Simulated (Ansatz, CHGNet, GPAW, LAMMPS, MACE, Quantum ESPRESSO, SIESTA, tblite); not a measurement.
## Amorphous Zn20Hg10Se19S11 (60 atoms): runs against a plane-wave reference

Density of this cell: 6.05 g/cm³. The cell holds 60 atoms: 20 Zn, 10 Hg, 19 Se and 11 S. Its edges and angles: a = 11.236 Å, b = 11.236 Å, c = 11.236 Å, α = 90.0°, β = 90.0°, γ = 90.0°. 60 atoms (20 Zn, 10 Hg, 19 Se, 11 S) placed at random at 6.05 g/cm³, melted at 2500 K for 10 ps at fixed volume with the Stillinger-Weber II-VI potential (Zhou et al., Phys. Rev. B 88, 085309 (2013)). Quenched from 2500 K to 500 K at 100 K/ps and fixed volume, held 5 ps.

Geometry: as built.

The reference, a calculation:

```
method                 : Kohn-Sham DFT, PBE, SSSP efficiency 1.3.0 pseudopotentials, plane waves (Quantum ESPRESSO 7.5); sssp-pbe-1.3.0-efficiency, cutoffs 45/360 Ry, Γ point
r.m.s. force component : 0.5455 eV/Å
longest force          : 2.381 eV/Å
pressure               : 0.2797 GPa
time                   : 5.5 min on 4 MPI ranks of Arm Neoverse V1, shared host
CPU time               : 22 min
```

Q: Estimate the differences from the reference, the CPU time and the memory of each run.
- GPAW PBE, LCAO dzp, h 0.16 Å (GPAW 26.7.0; 1 thread)
- MACE MPA-0 medium potential (MACE MPA-0 medium; 1 thread)
- GPAW PBE, LCAO dzp, h 0.2 Å, other mixer settings (GPAW 26.7.0; 1 thread)
- SIESTA PBE, SZ, shift 0.02 Ry, mesh 500 Ry (SIESTA 5.4.2; 1 thread)
- SIESTA PBE, DZP, shift 0.01 Ry, mesh 500 Ry (SIESTA 5.4.2; 2 MPI ranks)
- SIESTA PBE, SZ, shift 0.01 Ry, mesh 500 Ry (SIESTA 5.4.2; 1 thread)
- tblite GFN1-xTB (tblite 0.8.0; 1 thread)
- GPAW PBE, LCAO dzp, h 0.2 Å (GPAW 26.7.0; 1 thread)
- CHGNet r2SCAN potential (CHGNet r2SCAN; 1 thread)
- GPAW PBE, grid h 0.24 Å (GPAW 26.7.0; 4 MPI ranks)

Differences are against the plane-wave reference, forces as r.m.s. over components; share is that over the reference's r.m.s. force, slope the least-squares factor from reference forces to these. Total energies of different programs have different zeros and aren't compared.

| run | Δ force, r.m.s. (meV/Å) | share (%) | slope | Δ pressure (GPa) | cores | CPU time | memory (GiB) |
| --- | --- | --- | --- | --- | --- | --- | --- |
| reference | - | - | - | - | 4 | 22 min | 3.4 |
| GPAW PBE, LCAO dzp, h 0.16 Å | 55.3 | 10.1 | 1.045 | - | 1 | 7.7 min | 3.0 |
| MACE MPA-0 medium potential | 131 | 23.9 | 0.935 | 0.465 | 1 | 8.2 s | 0.76 |
| GPAW PBE, LCAO dzp, h 0.2 Å, other mixer settings | 57.0 | 10.5 | 1.042 | - | 1 | 4.9 min | 1.4 |
| SIESTA PBE, SZ, shift 0.02 Ry, mesh 500 Ry (coarse) | 1519 | 279 | 1.588 | -10.2 | 1 | 3.3 min | 0.83 |
| SIESTA PBE, DZP, shift 0.01 Ry, mesh 500 Ry | 175 | 32.0 | 1.080 | -1.65 | 2 | 4.9 min | 1.7 |
| SIESTA PBE, SZ, shift 0.01 Ry, mesh 500 Ry (coarse) | 1436 | 263 | 1.530 | -5.13 | 1 | 3.7 min | 0.91 |
| tblite GFN1-xTB | 329 | 60.3 | 0.737 | 0.931 | 1 | 3.2 s | 0.12 |
| GPAW PBE, LCAO dzp, h 0.2 Å | 57.4 | 10.5 | 1.041 | - | 1 | 4.2 min | 1.6 |
| CHGNet r2SCAN potential | 293 | 53.7 | 0.552 | -2.24 | 1 | 3.5 s | 0.58 |
| GPAW PBE, grid h 0.24 Å (coarse) | 26.3 | 4.82 | 1.021 | - | 4 | 53 min | 2.7 |

Rows marked coarse were listed beforehand as settings not expected to be converged; some can still land near the reference.

Times of the machine-learned potentials are mostly Python's start and the loading of weights.

CPU time is summed over cores on a shared host, where runs went side by side, so it is rough. Symmetry, cutoffs, thresholds, outputs and thread counts weren't matched or tuned between programs; memory under MPI is the largest rank's times the ranks.

The PBE runs in local orbitals, coarse settings apart, differ by 10 % (GPAW PBE, LCAO dzp, h 0.16 Å) to 32 % (SIESTA PBE, DZP, shift 0.01 Ry, mesh 500 Ry); basis, grid and potentials can all enter. Tight binding differs by 60 % (tblite GFN1-xTB); it is another model, with fitted parameters of its own, and the xTB methods hold dispersion. Machine-learned potentials differ by 24 % (MACE MPA-0 medium potential) to 54 % (CHGNet r2SCAN potential); they were trained on other programs' data, some at another functional. Runs with settings chosen to be coarse differ by 4.8 % (GPAW PBE, grid h 0.24 Å) to 279 % (SIESTA PBE, SZ, shift 0.02 Ry, mesh 500 Ry), their programs' other errors included. Periodic xTB results under one method name differ between programs and library versions. Machine-learned potentials mimic data converged in k, so the reference's own k-point error enters their differences. The network of bonds at the start is that of the classical potential that made the cell, and needn't be the one that DFT or experiment would give. The electronic-structure runs sample only Γ, in a cell whose shortest periodic width is 11 Å, which is coarse for a cell with partly filled levels.

[Logs are printed without paths, hosts, clocks, repeated set-up lines and the standing remarks that a program may print on its own settings, such as how far it seeks lower states.]

[Hosts, paths, dates, database ids (printed as entryN), source tags and the programs' standing remarks are cut or masked in the printed files.]
